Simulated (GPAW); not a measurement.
# Y L₃ ELNES/XANES of Y (P6_3/mmc) from DFT, part 2 of 3

What does one-electron theory with a core hole give for the Y L₃ edge of Y (P6_3/mmc)?

GPAW 26.7.0; X-ray absorption from dipole matrix elements to empty bands, plane-wave PAW PBE.

So far. Step 2 (The field without a hole): The mesh shows no gap, so the system is treated as a metal and the core electron is put at the Fermi level (neutral cell). Step 3 (Spectrum without a core hole, Y atom 1): Main maxima below 30 eV (height): 1.8 eV (1.56), 4.8 eV (2.66), 8.0 eV (0.87), 10.6 eV (0.95), 17.2 eV (0.77) and 21.4 eV (0.69). At an L edge the dipole rule selects empty d (and weakly s) states on the absorber, and the strong line at the onset measures the empty part of its d band.

**5. Spectrum with XCH, Y atom 1**

The holes are 6.8 Å apart. In GPAW the data set carries the hole's charge, so charge=0 means a charged cell and charge=-1 a neutral one. The excited electron is kept in the cell, where it fills the lowest empty states and screens the hole. After the field has converged, empty bands are computed with the density fixed and the dipole matrix elements are summed.

xas.py reads:

```python
import numpy as np
from ase import Atoms
from ase.parallel import parprint, paropen
from gpaw import GPAW, PW, FermiDirac, Mixer, MixerDif, setup_paths
from gpaw.test import gen
setup_paths.insert(0, '.')
gen('Y', name='fch2p', xcname='PBE', corehole=(2, 1, 1), write_xml=True)
from gpaw.mpi import world
world.barrier()

atoms = Atoms('Y8',
    cell=[[-1.8237, -3.15874106, -5.7306],
     [1.8237, 3.15874106, -5.7306],
     [7.2948, 0, 0]],
    scaled_positions=[[0.45833333, 0.79166667, 0.16666667],
     [0.95833333, 0.29166667, 0.16666667],
     [0.45833333, 0.79166667, 0.66666667],
     [0.95833333, 0.29166667, 0.66666667],
     [0.54166667, 0.20833333, 0.83333333],
     [0.04166667, 0.70833333, 0.83333333],
     [0.54166667, 0.20833333, 0.33333333],
     [0.04166667, 0.70833333, 0.33333333]],
    pbc=True)
atoms.calc = calc = GPAW(legacy_gpaw=True, mode=PW(430), xc='PBE', setups={0: 'fch2p'},
    kpts={'size': (3, 3, 3), 'gamma': True}, occupations=FermiDirac(0.1),
    charge=-1, mixer=Mixer(0.1, 5, 50), maxiter=150,
    convergence={'density': 0.0001}, txt='scf.txt')
energy = atoms.get_potential_energy() + calc.get_reference_energy()
ef = calc.get_fermi_level()
out = dict(energy=energy, fermi=ef, forces=atoms.get_forces().tolist())
parprint(f'all-electron energy {energy:.4f} eV, Fermi level {ef:.4f} eV')
ev = np.array([[calc.get_eigenvalues(k, s) for k in range(len(calc.get_ibz_k_points()))] for s in range(calc.get_number_of_spins())])
out['homo'], out['lumo'], out['counts'] = ev[ev < ef].max(), ev[ev > ef].min(), sorted(set((ev < ef).sum((0, 2)).tolist()))
out['filled'] = (ev[:, 0] < ef).sum(1).tolist()

from ase.units import Ha
from gpaw.xas import dipole_matrix_elements
nb = int(calc.get_number_of_electrons() / 2) + 200
top, nb = nb, nb + 8 + nb // 12
nscf = calc.fixed_density(kpts={'size': (3, 3, 3), 'gamma': True}, nbands=nb,
    convergence={'bands': top, 'eigenstates': 1e-5}, maxiter=60, txt='nscf.txt')
cell = atoms.cell.array
ops = [cell.T @ U.T @ np.linalg.inv(cell.T) for U in nscf.wfs.kd.symmetry.op_scc]
E = np.arange(-6, 34, 0.1)
fwhm = np.interp(E, [4, 25], [1.5, 3.5])
Y, X, zero, highest = 0, 0, 1e9, 1e9
for spin in range(nscf.get_number_of_spins()):
    wfs = nscf.wfs
    A = dipole_matrix_elements(wfs.setups[0])
    eps = np.zeros((wfs.kd.nibzkpts, nb))
    d = np.zeros((3, A.shape[1], wfs.kd.nibzkpts, nb), complex)
    for kpt in wfs.kpt_u:
        if kpt.s == spin and 0 in kpt.P_ani:
            eps[kpt.k] = kpt.eps_n * Ha
            d[:, :, kpt.k] = (kpt.weight * wfs.nspins / 2) ** 0.5 * np.inner(A, kpt.P_ani[0])
    world.sum(eps)
    world.sum(d)
    T = np.einsum('amkn,bmkn->abkn', d, d.conj()).real
    T = sum(np.einsum('ai,ijkn,bj->abkn', R, T, R) for R in ops) / len(ops)
    empty = eps > ef
    zero, highest = min(zero, eps[empty].min()), min(highest, eps[:, top - 1].min())
    lines = [(eps, T, empty)] if spin == 0 else lines + [(eps, T, empty)]
for eps, T, empty in lines:
    f = np.einsum('aakn->akn', T).reshape(3, -1)
    x = eps.ravel() - zero
    w = np.interp(x, E, fwhm) / 2.35482
    g = np.exp(-0.5 * ((E[:, None] - x) / w) ** 2) / (w * (2 * np.pi) ** 0.5)
    Y = Y + (f * empty.ravel()) @ g.T
    X = X + (f * ~empty.ravel()) @ g.T
out.update(E=E.round(2).tolist(), xas=Y.tolist(), xes=X.tolist(), zero=zero, valid=highest - zero, nk=len(eps), nb=nb)
for i in range(0, len(E), 10):
    parprint(f'{E[i]:7.2f}', *(f'{v:10.3e}' for v in Y[:, i]))
import json
with paropen('out.json', 'w') as f:
    json.dump(out, f)
```

The run is started by

```sh
$ OMP_NUM_THREADS=1 mpirun -n 4 gpaw python xas.py
```

Numbers of over 12 decimals in the logs are rounded to 6 here.

What it wrote:

```text
Input parameters:
  charge: -1
  convergence: {density: 0.0001}
  kpts: {gamma: True,
         size: (3, 3, 3)}
  maxiter: 150
  mixer: {backend: pulay,
          beta: 0.1,
          method: separate,
          nmaxold: 5,
          weight: 50}
  mode: {ecut: 430.0,
         name: pw}
  occupations: {fixmagmom: False,
                name: fermi-dirac,
                width: 0.1}
  setups: {0: fch2p}
  xc: PBE

Initialize ...

[... PAW data sets ...]

Reference energy: -734625.004815  # eV

Spin-paired calculation

[... convergence settings ...]
Symmetries present (total): 1
  [... symmetry matrices ...]

27 k-points: 3 x 3 x 3 Monkhorst-Pack grid
14 k-points in the irreducible part of the Brillouin zone
       k-points in crystal coordinates                weights
   0:     0.00000000    0.00000000    0.00000000          1/27
   1:     0.00000000    0.00000000    0.33333333          2/27
   2:     0.00000000    0.33333333   -0.33333333          2/27
   3:     0.00000000    0.33333333    0.00000000          2/27
   4:     0.00000000    0.33333333    0.33333333          2/27
   5:     0.33333333   -0.33333333   -0.33333333          2/27
   6:     0.33333333   -0.33333333    0.00000000          2/27
   7:     0.33333333   -0.33333333    0.33333333          2/27
   8:     0.33333333    0.00000000   -0.33333333          2/27
   9:     0.33333333    0.00000000    0.00000000          2/27
          ...
  13:     0.33333333    0.33333333    0.33333333          2/27

Wave functions: Plane wave expansion
  Cutoff energy: 430.000 eV
  Number of coefficients (min, max): 5331, 5367
  Pulay-stress correction: 0.000000 eV/Ang^3 (de/decut=0.000000)
  Using FFTW library
  Wavefunction extrapolation:
    Improved wavefunction reuse through dual PAW basis

Occupation numbers: Fermi-Dirac:
  width: 0.1000  # eV

Eigensolver
   Davidson(niter=2)

Densities:
  Coarse grid: 35*35*35 grid
  Fine grid: 70*70*70 grid
  Total Charge: 0.000000

Density mixing:
  Method: separate
  Backend: pulay
  Linear mixing parameter: 0.1
  old densities: 5
  Width of damping distribution: 1.1
  Damping of long wavelength oscillations: 50

[... Hamiltonian set-up ...]
Number of atoms: 8
Number of atomic orbitals: 104
Number of bands in calculation: 58
Number of valence electrons: 89
Bands to converge: occupied

... initialized

Initializing position-dependent things.

Density initialized from atomic densities
Creating initial wave functions:
  58 bands from LCAO basis set

                   Y        Y
            Y        Y

              Y        Y
       Y        Y

Atomic positions and initial magnetic moments

Positions:
   0 Y      1.823700    1.052914   -7.163250    ( 0.0000,  0.0000,  0.0000)
   1 Y      0.000000   -2.105827   -7.163250    ( 0.0000,  0.0000,  0.0000)
   2 Y      5.471100    1.052914   -7.163250    ( 0.0000,  0.0000,  0.0000)
   3 Y      3.647400   -2.105827   -7.163250    ( 0.0000,  0.0000,  0.0000)
   4 Y      5.471100   -1.052914   -4.297950    ( 0.0000,  0.0000,  0.0000)
   5 Y      7.294800    2.105827   -4.297950    ( 0.0000,  0.0000,  0.0000)
   6 Y      1.823700   -1.052914   -4.297950    ( 0.0000,  0.0000,  0.0000)
   7 Y      3.647400    2.105827   -4.297950    ( 0.0000,  0.0000,  0.0000)

Unit cell:
           periodic     x           y           z      points  spacing
  1. axis:    yes   -1.823700   -3.158741   -5.730600    35     0.1581
  2. axis:    yes    1.823700    3.158741   -5.730600    35     0.1581
  3. axis:    yes    7.294800    0.000000    0.000000    35     0.1805

  Lengths:   6.792886   6.792886   7.294800
  Angles:   74.426636 105.573364  64.951700

Effective grid spacing dv^(1/3) = 0.1833

iter:   1   -61.345044
iter:   2   -49.200270   -0.60  -0.89
iter:   3   -48.523599   -1.58  -1.34
iter:   4   -48.041588   -1.86  -1.44
iter:   5   -47.774085   -1.58  -1.55
iter:   6   -47.994031   -2.08  -1.87
iter:   7   -47.847627   -2.01  -1.66
iter:   8   -47.829070   -2.96  -2.22
iter:   9   -47.828275c  -3.07  -2.52
iter:  10   -47.827714c  -3.90  -2.73
iter:  11   -47.827735c  -4.32  -2.93
iter:  12   -47.827564c  -4.88  -3.13
iter:  13   -47.827486c  -4.90  -3.27
iter:  14   -47.827496c  -5.55  -3.64
iter:  15   -47.827495c  -6.15  -3.72
iter:  16   -47.827504c  -6.23  -3.81
iter:  17   -47.827520c  -6.68  -4.03c
iter:  18   -47.827513c  -7.33  -4.29c
iter:  19   -47.827510c  -7.78c -4.36c

Converged after 19 iterations.

Dipole moment: (-0.006965, -0.144443, 0.094435) |e|*Ang

Energy contributions relative to reference atoms: (reference = -734625.004815)

Kinetic:         +3.396514
Potential:       -1.306460
External:        +0.000000
XC:             -48.320313
Entropy (-ST):   -0.461945
Local:           -1.366279
SIC:             +0.000000
--------------------------
Free energy:    -48.058483
Extrapolated:   -47.827510

Showing only first 2 kpts
 Kpt  Band  Eigenvalues  Occupancy
  0    42      6.24545    1.24765
  0    43      6.26041    1.17628
  0    44      6.29454    1.00746
  0    45      6.34584    0.75602

  1    42      6.30394    0.96047
  1    43      6.41705    0.45935
  1    44      6.42564    0.42966
[...]
Fermi level: 6.29603

No gap
No difference between direct/indirect transitions

Forces in eV/Ang:
  0 Y    -0.02085    0.01204    0.00000
  1 Y     0.03083   -0.01780   -0.00000
  2 Y    -0.00883    0.05911   -0.00000
  3 Y    -0.05561   -0.02191    0.00000
  4 Y     0.14987   -0.08653    0.31306
  5 Y     0.14987   -0.08652   -0.31306
  6 Y    -0.12275    0.07087   -0.00000
  7 Y    -0.12275    0.07087    0.00000
Scalar-relativistic atomic PBE calculation for Y (Yttrium, Z=39)
Core hole in 2p state (2p occupation: 5.0)
750 radial gridpoints.
|------------------------------------------------|
|------------------------------------------------|
[... the atom generator's iteration count ...]

Energy contributions:
-------------------------
Kinetic:    +3395.106663
XC:          -105.409055
Potential:  -6596.597051
-------------------------
Total:      -3306.899443

state      eigenvalue         ekin         rmax
-----------------------------------------------
1s^2.0 :  -624.964237   787.822176        0.025
2s^2.0 :   -88.207631   160.127938        0.140
2p^5.0 :   -79.302866   154.800139        0.112
3s^2.0 :   -14.861469    41.697367        0.415
3p^6.0 :   -11.865762    38.672036        0.407
3d^10.0:    -6.893863    34.276892        0.348
4s^2.0 :    -2.317272     8.859436        1.091
4p^6.0 :    -1.535347     7.146531        1.185
4d^1.0 :    -0.458758     3.595861        1.521
5s^2.0 :    -0.401212     1.407973        2.957
5p^0.0 :    -0.258444     0.960266        3.552
-----------------------------------------------
(units: Bohr and Hartree)

Generating PAW setup
Kinetic energy of the core from tauc = 3384.474848
Cutoffs:
rc(s)=2.510
rc(p)=2.490
rc(d)=2.430
rc(vbar)=2.450
rc(comp)=2.410
rc(nct)=2.510

Kinetic energy of the core states: 3328.096797
Charge: 1.0
Core electrons: 27.0
Valence electrons: 11.0
Pseudo-core charge: 0.001443
Shape function alpha=1.722
Pseudo-electron charge 6.513155
state    eigenvalue         norm
--------------------------------
4s(2) :    -2.317272     0.579607
5s(2) :    -0.401212     0.964251
4p(6) :    -1.535347     0.449424
5p(0) :    -0.258444     0.959254
4d(1) :    -0.458758     0.727451
*d    :     0.541242
--------------------------------

Diagonalizing with gridspacing h=0.050

state   all-electron     PAW
-------------------------------
4s:      -2.317272    -2.317731
4p:      -1.535347    -1.536016
4d:      -0.458758    -0.459275
*f:                   -0.037818
-------------------------------
all-electron energy -734672.8323 eV, Fermi level 6.2960 eV
[...]
31.00  1.167e-05  1.166e-05  1.054e-05
  32.00  1.131e-05  1.124e-05  1.025e-05
  33.00  1.074e-05  1.069e-05  1.056e-05
```

The job ended after 3.4 min (4 MPI ranks of Arm Neoverse V2, shared host; peak memory 0.48 GiB; 14 min of CPU time).

The Y L₃ spectrum, Y atom 1, excited-electron core hole (neutral cell) (energy from the lowest empty level; intensity scaled to a mean of 1 over the first 20 eV; polarised curves are means over the symmetry-equivalent atoms):

```
E (eV)  isotropic  ε ⊥ c  ε ∥ c
 -2.00       0.00   0.00   0.00
 -1.25       0.07   0.08   0.05
 -0.50       0.53   0.56   0.48
  0.25       1.60   1.57   1.66
  1.00       2.58   2.53   2.68
  1.75       2.47   2.56   2.30
  2.50       1.80   1.85   1.70
  3.25       1.89   1.86   1.95
  4.00       2.42   2.40   2.45
  4.75       1.98   1.99   1.97
  5.50       1.01   0.99   1.04
  6.25       0.51   0.50   0.55
  7.00       0.53   0.53   0.52
  7.75       0.61   0.62   0.61
  8.50       0.63   0.63   0.64
  9.25       0.69   0.71   0.67
 10.00       0.75   0.77   0.72
 10.75       0.73   0.74   0.72
 11.50       0.65   0.64   0.66
 12.25       0.54   0.52   0.57
 13.00       0.44   0.43   0.47
 13.75       0.41   0.40   0.41
 14.50       0.44   0.43   0.44
 15.25       0.51   0.51   0.52
 16.00       0.61   0.61   0.61
 16.75       0.66   0.67   0.64
 17.50       0.67   0.69   0.64
 18.25       0.64   0.66   0.61
 19.00       0.61   0.61   0.60
 19.75       0.58   0.57   0.61
 20.50       0.58   0.56   0.62
 21.25       0.57   0.56   0.61
 22.00       0.56   0.55   0.58
 22.75       0.53   0.53   0.53
 23.50       0.50   0.51   0.48
 24.25       0.46   0.48   0.44
 25.00       0.45   0.46   0.42
 25.75       0.44   0.45   0.43
 26.50       0.45   0.45   0.45
 27.25       0.48   0.47   0.49
 28.00       0.50   0.49   0.52
 28.75       0.52   0.51   0.54
 29.50       0.54   0.54   0.54
 30.25       0.54   0.55   0.52
 31.00       0.54   0.55   0.50
 31.75       0.52   0.54   0.49
```

Main maxima below 30 eV (height): 1.4 eV (2.68), 4.2 eV (2.42), 10.2 eV (0.76) and 17.2 eV (0.68). 

**6. Spectrum with FCH, Y atom 1**

The holes are 6.8 Å apart. In GPAW the data set carries the hole's charge, so charge=0 means a charged cell and charge=-1 a neutral one. The excited electron is left out and a uniform background balances the charge. After the field has converged, empty bands are computed with the density fixed and the dipole matrix elements are summed.

Changed against the first core-hole run: core hole to FCH.

Changes to xas.py since step 5:

```diff
@@ -25,3 +25,3 @@
     kpts={'size': (3, 3, 3), 'gamma': True}, occupations=FermiDirac(0.1),
-    charge=-1, mixer=Mixer(0.1, 5, 50), maxiter=150,
+    charge=0, mixer=Mixer(0.1, 5, 50), maxiter=150,
     convergence={'density': 0.0001}, txt='scf.txt')
```

What it wrote:

```text
Input parameters:
  convergence: {density: 0.0001}
  kpts: {gamma: True,
         size: (3, 3, 3)}
  maxiter: 150
  mixer: {backend: pulay,
          beta: 0.1,
          method: separate,
          nmaxold: 5,
          weight: 50}
  mode: {ecut: 430.0,
         name: pw}
  occupations: {fixmagmom: False,
                name: fermi-dirac,
                width: 0.1}
  setups: {0: fch2p}
  xc: PBE

Initialize ...

[...]
*d    :     0.541242
--------------------------------

Diagonalizing with gridspacing h=0.050

state   all-electron     PAW
-------------------------------
4s:      -2.317272    -2.317731
4p:      -1.535347    -1.536016
4d:      -0.458758    -0.459275
*f:                   -0.037818
-------------------------------
all-electron energy -734679.1273 eV, Fermi level 6.2849 eV
[...]
32.00  1.135e-05  1.128e-05  1.025e-05
  33.00  1.077e-05  1.071e-05  1.052e-05
[key lines of the parts left out:]
Converged after 20 iterations.
Dipole moment: (-0.004440, -0.143447, 0.093117) |e|*Ang
Free energy:    -54.349099
Fermi level: 6.28491
```

Run time: 3.5 min. Hardware: 4 MPI ranks; peak memory 0.48 GiB; 14 min of CPU time.

| E (eV) | first run | this run |
| --- | --- | --- |
| -2.0 | 0.00 | 0.00 |
| -1.0 | 0.15 | 0.16 |
| 0.0 | 1.20 | 1.23 |
| 1.0 | 2.58 | 2.60 |
| 2.0 | 2.24 | 2.30 |
| 3.0 | 1.74 | 1.73 |
| 4.0 | 2.42 | 2.39 |
| 5.0 | 1.65 | 1.67 |
| 6.0 | 0.60 | 0.60 |
| 7.0 | 0.53 | 0.51 |
| 8.0 | 0.62 | 0.62 |
| 9.0 | 0.67 | 0.65 |
| 10.0 | 0.75 | 0.74 |
| 11.0 | 0.71 | 0.71 |
| 12.0 | 0.57 | 0.58 |
| 13.0 | 0.44 | 0.45 |
| 14.0 | 0.41 | 0.40 |
| 15.0 | 0.48 | 0.47 |
| 16.0 | 0.61 | 0.59 |
| 17.0 | 0.67 | 0.67 |
| 18.0 | 0.66 | 0.66 |
| 19.0 | 0.61 | 0.61 |
| 20.0 | 0.58 | 0.58 |
| 21.0 | 0.58 | 0.57 |
| 22.0 | 0.56 | 0.56 |
| 23.0 | 0.52 | 0.52 |
| 24.0 | 0.47 | 0.47 |
| 25.0 | 0.45 | 0.44 |
| 26.0 | 0.44 | 0.44 |
| 27.0 | 0.47 | 0.46 |
| 28.0 | 0.50 | 0.50 |
| 29.0 | 0.53 | 0.53 |
| 30.0 | 0.54 | 0.54 |
| 31.0 | 0.54 | 0.54 |
| 32.0 | 0.52 | 0.52 |

The scaled spectrum changes by 1 % r.m.s. The highest intensity below 24 eV stays at 1.4 eV.

The photon energy of the zero moves by +0.01 eV.

**7. Spectrum with HCH, Y atom 1**

The holes are 6.8 Å apart. The data set carries half a charge, which charge=0 leaves uncompensated but for the background. Half a hole is Slater's transition state, a compromise that weakens the attraction. After the field has converged, empty bands are computed with the density fixed and the dipole matrix elements are summed.

Changed against the first core-hole run: core hole from full to half.

Changes to xas.py since step 6:

```diff
@@ -6,3 +6,3 @@
 setup_paths.insert(0, '.')
-gen('Y', name='fch2p', xcname='PBE', corehole=(2, 1, 1), write_xml=True)
+gen('Y', name='hch2p', xcname='PBE', corehole=(2, 1, 0.5), write_xml=True)
 from gpaw.mpi import world
@@ -23,3 +23,3 @@
     pbc=True)
-atoms.calc = calc = GPAW(legacy_gpaw=True, mode=PW(430), xc='PBE', setups={0: 'fch2p'},
+atoms.calc = calc = GPAW(legacy_gpaw=True, mode=PW(430), xc='PBE', setups={0: 'hch2p'},
     kpts={'size': (3, 3, 3), 'gamma': True}, occupations=FermiDirac(0.1),
```

What it wrote:

```text
Input parameters:
  convergence: {density: 0.0001}
  kpts: {gamma: True,
         size: (3, 3, 3)}
  maxiter: 150
  mixer: {backend: pulay,
          beta: 0.1,
          method: separate,
          nmaxold: 5,
          weight: 50}
  mode: {ecut: 430.0,
         name: pw}
  occupations: {fixmagmom: False,
                name: fermi-dirac,
                width: 0.1}
  setups: {0: hch2p}
  xc: PBE

Initialize ...

[...]
*d    :     0.741850
--------------------------------

Diagonalizing with gridspacing h=0.050

state   all-electron     PAW
-------------------------------
4s:      -2.025459    -2.025920
4p:      -1.265759    -1.266438
4d:      -0.258150    -0.258597
*f:                    0.015148
-------------------------------
all-electron energy -735735.1155 eV, Fermi level 6.3415 eV
[...]
32.00  1.184e-05  1.176e-05  1.067e-05
  33.00  1.129e-05  1.123e-05  1.090e-05
[key lines of the parts left out:]
Converged after 18 iterations.
Dipole moment: (-0.040664, -0.056756, 0.012847) |e|*Ang
Free energy:    -44.798132
Fermi level: 6.34150
```

Elapsed: 3.4 min, on 4 MPI ranks; peak memory 0.48 GiB; 14 min of CPU time.

```
E (eV)  first run  this run
  -2.0       0.00      0.00
  -1.0       0.15      0.11
   0.0       1.20      0.84
   1.0       2.58      1.92
   2.0       2.24      2.00
   3.0       1.74      1.61
   4.0       2.42      2.35
   5.0       1.65      2.14
   6.0       0.60      0.88
   7.0       0.53      0.59
   8.0       0.62      0.67
   9.0       0.67      0.71
  10.0       0.75      0.81
  11.0       0.71      0.78
  12.0       0.57      0.64
  13.0       0.44      0.49
  14.0       0.41      0.43
  15.0       0.48      0.49
  16.0       0.61      0.61
  17.0       0.67      0.69
  18.0       0.66      0.69
  19.0       0.61      0.64
  20.0       0.58      0.61
  21.0       0.58      0.60
  22.0       0.56      0.59
  23.0       0.52      0.55
  24.0       0.47      0.50
  25.0       0.45      0.47
  26.0       0.44      0.46
  27.0       0.47      0.47
  28.0       0.50      0.51
  29.0       0.53      0.54
  30.0       0.54      0.55
  31.0       0.54      0.55
  32.0       0.52      0.53
```

Against the first run the r.m.s. difference is 17 %. Another feature, at 4.4 eV (2.51), becomes the highest below 24 eV; the one at 1.4 eV (2.68) is now at 1.6 eV (2.15).

[end of part 2 of 3]

[Banner, clock and machine lines of the logs are left out without a mark of their own.]

[Logs are printed without paths, hosts, clocks, repeated set-up lines and the standing remarks that a program may print on its own settings, such as how far it seeks lower states.]

[Hosts, paths, dates, database ids (printed as entryN), source tags and the programs' standing remarks are cut or masked in the printed files.]

[Lists of maxima count a maximum above −3 eV only where it reaches 4 % of the highest in the window and stands out from its surroundings by 2 % of it (1.5 % where it reaches 55 %); shoulders and weaker maxima are passed over, and of the rest the first, up to two pre-edge ones and the few strongest are named.]
